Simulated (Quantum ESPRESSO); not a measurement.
**ZnS (F-43m): a volume series of phonon spectra**

Aim: how the vibrations of ZnS shift with volume, and the expansion that follows.

What experiment has found for this phase:
- bulk modulus 71.4 GPa near room temperature (given in “High-Throughput Prediction of Finite-Temperature Properties using the Quasi-Harmonic Approximation”, 2016, arXiv:1603.06924)

Calculated with Quantum ESPRESSO 7.5; DFT LDA, scalar-relativistic, plane waves, GBRV ultrasoft pseudopotentials.

The database entry behind the starting cell differs from later determinations by our own check (about 0.1 % short), so it need not match the best structure at ambient conditions.

## (1) Set-up

It takes space group F-43m (No. 216, cubic). The conventional cell has a = 5.404 Å, b = 5.404 Å, c = 5.404 Å, α = 90.00°, β = 90.00°, γ = 90.00°. Nearest to Zn lie 4 S at 2.34 Å. S has 4 Zn at 2.34 Å nearest. Farther neighbours and most contacts between anions are not listed.

## (2) Probe on a coarse mesh

Before spending time, one coarse run tells the gap and the pressure of the starting cell.

The input, probe.in:

```
 &control
    calculation='scf',
    prefix='x',
    outdir='./tmp',
    pseudo_dir='./pseudo',
    tprnfor=.true.,
    tstress=.true.,
    verbosity='high',
 /
 &system
    ibrav=0,
    nat=2,
    ntyp=2,
    ecutwfc=45.0,
    ecutrho=270.0,
    occupations='smearing',
    smearing='gaussian',
    degauss=0.01,
 /
 &electrons
    conv_thr=1.0d-07,
    mixing_beta=0.7,
    electron_maxstep=100,
 /
ATOMIC_SPECIES
 Zn     65.3800  Zn.upf
 S      32.0600  S.upf
CELL_PARAMETERS angstrom
     0.000000000    2.702000000    2.702000000
     2.702000000    0.000000000    2.702000000
     2.702000000    2.702000000    0.000000000
ATOMIC_POSITIONS crystal
 Zn     0.250000000   0.250000000   0.250000000
 S      0.000000000   0.000000000   0.000000000
K_POINTS automatic
 6 6 6 0 0 0
```

Launch:

```
$ OMP_NUM_THREADS=1 mpirun -n 8 pw.x -nk 8 -in probe.in > probe.out
```

Log:

```text
Program PWSCF v.7.5

     This program is part of the open-source Quantum ESPRESSO suite
     for quantum simulation of materials; please cite
         "P. Giannozzi et al., J. Phys.:Condens. Matter 21 395502 (2009);
         "P. Giannozzi et al., J. Phys.:Condens. Matter 29 465901 (2017);
         "P. Giannozzi et al., J. Chem. Phys. 152 154105 (2020);
     in publications or presentations arising from this work. More details at

     Message from routine setup:
     using ibrav=0 with symmetry is DISCOURAGED, use correct ibrav instead

     G-vector sticks info
     --------------------
     sticks:   dense  smooth     PW     G-vecs:    dense   smooth      PW
     Sum         955     649    199                19891    10969    1893

     Using Slab Decomposition

     bravais-lattice index     =            0
     lattice parameter (alat)  =       7.2210  a.u.
     unit-cell volume          =     266.2457 (a.u.)^3
     number of atoms/cell      =            2
     number of atomic types    =            2
     number of electrons       =        26.00
     number of Kohn-Sham states=           17
     kinetic-energy cutoff     =      45.0000  Ry
     charge density cutoff     =     270.0000  Ry
     scf convergence threshold =      1.0E-07
     mixing beta               =       0.7000
     number of iterations used =            8  plain     mixing
     Exchange-correlation=  SLA  PZ   NOGX NOGC
                           (   1   1   0   0   0   0   0)

     celldm(1)=   7.221031  celldm(2)=   0.000000  celldm(3)=   0.000000
     celldm(4)=   0.000000  celldm(5)=   0.000000  celldm(6)=   0.000000

     crystal axes: (cart. coord. in units of alat)
               a(1) = (   0.000000   0.707107   0.707107 )
               a(2) = (   0.707107   0.000000   0.707107 )
               a(3) = (   0.707107   0.707107   0.000000 )

     reciprocal axes: (cart. coord. in units 2 pi/alat)
               b(1) = ( -0.707107  0.707107  0.707107 )
               b(2) = (  0.707107 -0.707107  0.707107 )
               b(3) = (  0.707107  0.707107 -0.707107 )

     PseudoPot. # 1 for Zn read from file:
     ./pseudo/Zn.upf
     Pseudo is Ultrasoft, Zval = 20.0
     Using radial grid of  943 points,  6 beta functions with:
                l(1) =   0
                l(2) =   0
                l(3) =   1
                l(4) =   1
                l(5) =   2
                l(6) =   2
     Q(r) pseudized with  8 coefficients,  rinner =    1.100   1.100   1.100
                                                       1.100   1.100

     PseudoPot. # 2 for S  read from file:
     ./pseudo/S.upf
     Pseudo is Ultrasoft + core correction, Zval =  6.0
     Using radial grid of  907 points,  6 beta functions with:
                l(1) =   0
                l(2) =   0
                l(3) =   1
                l(4) =   1
                l(5) =   2
                l(6) =   2
     Q(r) pseudized with  8 coefficients,  rinner =    1.300   1.300   1.300
                                                       1.300   1.300

     atomic species   valence    mass     pseudopotential
     Zn               20.00    65.38000     Zn( 1.00)
     S                 6.00    32.06000     S ( 1.00)

     24 Sym. Ops. (no inversion) found

                                    s                        frac. trans.

      isym =  1     identity

 cryst.   s( 1) = (     1          0          0      )
                  (     0          1          0      )
                  (     0          0          1      )

 cart.    s( 1) = (  1.0000000 -0.0000000  0.0000000 )
                  ( -0.0000000  1.0000000  0.0000000 )
                  ( -0.0000000  0.0000000  1.0000000 )

      isym =  2     180 deg rotation - cart. axis [0,0,1]

 cryst.   s( 2) = (     0          1         -1      )
                  (     1          0         -1      )
                  (     0          0         -1      )

 cart.    s( 2) = ( -1.0000000  0.0000000  0.0000000 )
                  (  0.0000000 -1.0000000  0.0000000 )
                  (  0.0000000 -0.0000000  1.0000000 )

      isym =  3     180 deg rotation - cart. axis [0,1,0]

 cryst.   s( 3) = (     0         -1          1      )
                  (     0         -1          0      )
                  (     1         -1          0      )

 cart.    s( 3) = ( -1.0000000 -0.0000000 -0.0000000 )
                  (  0.0000000  1.0000000 -0.0000000 )
                  (  0.0000000  0.0000000 -1.0000000 )

      isym =  4     180 deg rotation - cart. axis [1,0,0]

 cryst.   s( 4) = (    -1          0          0      )
                  (    -1          0          1      )
                  (    -1          1          0      )

 cart.    s( 4) = (  1.0000000  0.0000000 -0.0000000 )
                  ( -0.0000000 -1.0000000 -0.0000000 )
                  ( -0.0000000 -0.0000000 -1.0000000 )

      isym =  5     120 deg rotation - cart. axis [-1,-1,-1]

 cryst.   s( 5) = (     0          0          1      )
[...]
cart.    s( 5) = (  0.0000000  1.0000000 -0.0000000 )
[...]
isym =  6     120 deg rotation - cart. axis [-1,1,1]

 cryst.   s( 6) = (     1         -1          0      )
[...]
cart.    s( 6) = ( -0.0000000 -1.0000000 -0.0000000 )
[...]
isym =  7     120 deg rotation - cart. axis [1,1,-1]

 cryst.   s( 7) = (    -1          1          0      )
[...]
cart.    s( 7) = ( -0.0000000  1.0000000  0.0000000 )
[...]
isym =  8     120 deg rotation - cart. axis [1,-1,1]

 cryst.   s( 8) = (     0          0         -1      )
[...]
cart.    s( 8) = (  0.0000000 -1.0000000  0.0000000 )
[...]
isym =  9     120 deg rotation - cart. axis [1,1,1]

 cryst.   s( 9) = (     0          1          0      )
[...]
cart.    s( 9) = ( -0.0000000  0.0000000  1.0000000 )
[...]
isym = 10     120 deg rotation - cart. axis [-1,1,-1]

 cryst.   s(10) = (    -1          0          1      )
[...]
cart.    s(10) = (  0.0000000 -0.0000000  1.0000000 )
[...]
isym = 11     120 deg rotation - cart. axis [1,-1,-1]

 cryst.   s(11) = (     1          0         -1      )
[...]
cart.    s(11) = (  0.0000000  0.0000000 -1.0000000 )
[...]
isym = 12     120 deg rotation - cart. axis [-1,-1,1]

 cryst.   s(12) = (     0         -1          0      )
[...]
cart.    s(12) = ( -0.0000000 -0.0000000 -1.0000000 )
[...]
1.0000   1.0000   1.0000   1.0000   1.0000   0.0000   0.0000   0.0000
     0.0000

          k = 0.2357 0.2357-0.2357 (  1362 PWs)   bands (ev):

  -117.6666 -72.2993 -72.2992 -72.2992  -5.9755   0.0895   0.0895   0.1609
     0.4941   0.4941   2.4919   5.7908   5.7908   9.6841  13.3444  13.3445
    14.0756

     occupation numbers
     1.0000   1.0000   1.0000   1.0000   1.0000   1.0000   1.0000   1.0000
     1.0000   1.0000   1.0000   1.0000   1.0000   0.0000   0.0000   0.0000
     0.0000

          k =-0.3536-0.3536 0.3536 (  1380 PWs)   bands (ev):

  -117.6666 -72.2995 -72.2993 -72.2993  -5.7006   0.1097   0.1097   0.5124
     0.5124   0.6872   1.0872   5.5965   5.5965   9.5556  13.2295  13.2295
    15.0867

     occupation numbers
     1.0000   1.0000   1.0000   1.0000   1.0000   1.0000   1.0000   1.0000
     1.0000   1.0000   1.0000   1.0000   1.0000   0.0000   0.0000   0.0000
     0.0000

          k = 0.2357 0.0000-0.0000 (  1371 PWs)   bands (ev):

[...]
13.7544

     occupation numbers
[...]
0.0000

          k = 0.3536 0.1179-0.1179 (  1353 PWs)   bands (ev):

[...]
14.3928

     occupation numbers
[...]
0.0000

          k =-0.2357-0.4714 0.4714 (  1356 PWs)   bands (ev):

[...]
14.6625

     occupation numbers
[...]
0.0000

          k =-0.1179-0.3536 0.3536 (  1355 PWs)   bands (ev):

[...]
14.2782

     occupation numbers
[...]
0.0000

          k = 0.0000-0.2357 0.2357 (  1354 PWs)   bands (ev):

[...]
occupation numbers
[...]
k = 0.4714 0.0000-0.0000 (  1347 PWs)   bands (ev):

[...]
occupation numbers
[...]
k =-0.1179-0.5893 0.5893 (  1358 PWs)   bands (ev):

[...]
occupation numbers
[...]
k =-0.0000-0.4714 0.4714 (  1360 PWs)   bands (ev):

[...]
occupation numbers
[...]
k =-0.7071 0.0000 0.0000 (  1362 PWs)   bands (ev):

[...]
18.2101

     occupation numbers
[...]
0.0000

          k =-0.2357-0.4714 0.7071 (  1348 PWs)   bands (ev):

[...]
15.9073

     occupation numbers
[...]
0.0000

          k =-0.1179-0.3536 0.5893 (  1358 PWs)   bands (ev):

  -117.6666 -72.2994 -72.2993 -72.2992  -5.4602   0.1287   0.2126   0.4291
     0.4740   0.8026   1.6968   3.6023   4.5589  11.6458  12.2090  13.8981
    15.7305

     occupation numbers
     1.0000   1.0000   1.0000   1.0000   1.0000   1.0000   1.0000   1.0000
     1.0000   1.0000   1.0000   1.0000   1.0000   0.0000   0.0000   0.0000
     0.0000

          k =-0.7071 0.2357 0.0000 (  1368 PWs)   bands (ev):

  -117.6666 -72.2994 -72.2993 -72.2993  -5.3746   0.0890   0.2820   0.3708
     0.5056   0.8434   1.7958   3.7988   3.8238  11.1242  11.6524  15.2714
    15.2792

     occupation numbers
     1.0000   1.0000   1.0000   1.0000   1.0000   1.0000   1.0000   1.0000
     1.0000   1.0000   1.0000   1.0000   1.0000   0.0000   0.0000   0.0000
     0.0000

     the Fermi energy is     7.6599 ev

!    total energy              =    -485.44864773 Ry
     estimated scf accuracy    <       0.00000007 Ry
     smearing contrib. (-TS)   =      -0.00000000 Ry
     internal energy E=F+TS    =    -485.44864773 Ry

     The total energy is F=E-TS. E is the sum of the following terms:
     one-electron contribution =    -454.68388070 Ry
     hartree contribution      =     233.80050458 Ry
     xc contribution           =     -49.96995881 Ry
     ewald contribution        =    -214.59531280 Ry

     convergence has been achieved in   6 iterations

     Forces acting on atoms (cartesian axes, Ry/au):

     atom    1 type  1   force =    -0.00000000   -0.00000000   -0.00000000
     atom    2 type  2   force =     0.00000000    0.00000000    0.00000000
     The non-local contrib.  to forces
     atom    1 type  1   force =     0.00000000    0.00000000    0.00000000
     atom    2 type  2   force =     0.00000000    0.00000000    0.00000000
     The ionic contribution  to forces
     atom    1 type  1   force =     0.00000000   -0.00000000    0.00000000
     atom    2 type  2   force =     0.00000000    0.00000000    0.00000000
     The local contribution  to forces
     atom    1 type  1   force =    -0.00000000   -0.00000000   -0.00000000
     atom    2 type  2   force =    -0.00000000   -0.00000000   -0.00000000
     The core correction contribution to forces
     atom    1 type  1   force =     0.00000000    0.00000000    0.00000000
     atom    2 type  2   force =     0.00000000   -0.00000000   -0.00000000
     The Hubbard contrib.    to forces
     atom    1 type  1   force =     0.00000000    0.00000000    0.00000000
     atom    2 type  2   force =     0.00000000    0.00000000    0.00000000
     The SCF correction term to forces
     atom    1 type  1   force =    -0.00000000   -0.00000000    0.00000000
     atom    2 type  2   force =    -0.00000000    0.00000000    0.00000000

     Total force =     0.000000     Total SCF correction =     0.000000

     Computing stress (Cartesian axis) and pressure

          total   stress  (Ry/bohr**3)                   (kbar)     P=      -51.72
  -0.00035156  -0.00000000  -0.00000000          -51.72       -0.00       -0.00
   0.00000000  -0.00035156   0.00000000            0.00      -51.72        0.00
  -0.00000000   0.00000000  -0.00035156           -0.00        0.00      -51.72

     kinetic stress (kbar)  17710.58      0.00      0.00
                                0.00  17710.58     -0.00
                                0.00     -0.00  17710.58

     local   stress (kbar) -13787.90      0.00      0.00
                                0.00 -13787.90      0.00
                                0.00      0.00 -13787.90

     nonloc. stress (kbar)    765.21     -0.00     -0.00
                               -0.00    765.21     -0.00
                               -0.00     -0.00    765.21

     hartree stress (kbar)  43059.52     -0.00     -0.00
                               -0.00  43059.52      0.00
                               -0.00      0.00  43059.52

     exc-cor stress (kbar)  -6064.74      0.00      0.00
                                0.00  -6064.74      0.00
                                0.00      0.00  -6064.74

     corecor stress (kbar)  -2211.93     -0.00      0.00
                               -0.00  -2211.93      0.00
                                0.00      0.00  -2211.93

     ewald   stress (kbar) -39522.46     -0.00      0.00
                               -0.00 -39522.46      0.00
                                0.00      0.00 -39522.46

     hubbard stress (kbar)      0.00      0.00      0.00
                                0.00      0.00      0.00
                                0.00      0.00      0.00

     DFT-D   stress (kbar)      0.00      0.00      0.00
[...]
XDM     stress (kbar)      0.00      0.00      0.00
[...]
dft-nl  stress (kbar)      0.00      0.00      0.00
                                0.00      0.00      0.00
                                0.00      0.00      0.00

     TS-vdW  stress (kbar)      0.00      0.00      0.00
                                0.00      0.00      0.00
                                0.00      0.00      0.00

     MDB     stress (kbar)      0.00      0.00      0.00
                                0.00      0.00      0.00
                                0.00      0.00      0.00

     3D-RISM stress (kbar)      0.00      0.00      0.00
                                0.00      0.00      0.00
                                0.00      0.00      0.00

     Writing all to output data dir ./tmp/x.save/ :
     XML data file, charge density, pseudopotentials, collected wavefunctions

   JOB DONE.
```

Elapsed: 2.7 s, on 8 MPI ranks of Arm Neoverse N1, shared host.

This step gave:

* volume per atom: 19.73 Å³
* pressure: -5.172 GPa
* gap on the k-mesh: 1.849 eV

The start is under -5.2 GPa at this level and looks like an insulator or semiconductor on this mesh.

[end of part 1 of 9]

[Logs are printed without paths, hosts, clocks, repeated set-up lines and the standing remarks that a program may print on its own settings, such as how far it seeks lower states.]

[Hosts, paths, dates, database ids (printed as entryN), source tags and the programs' standing remarks are cut or masked in the printed files.]

[A step with changed settings may run another functional than the one named; its input shows which.]

[Of the runs on displaced cells, only some may be shown.]
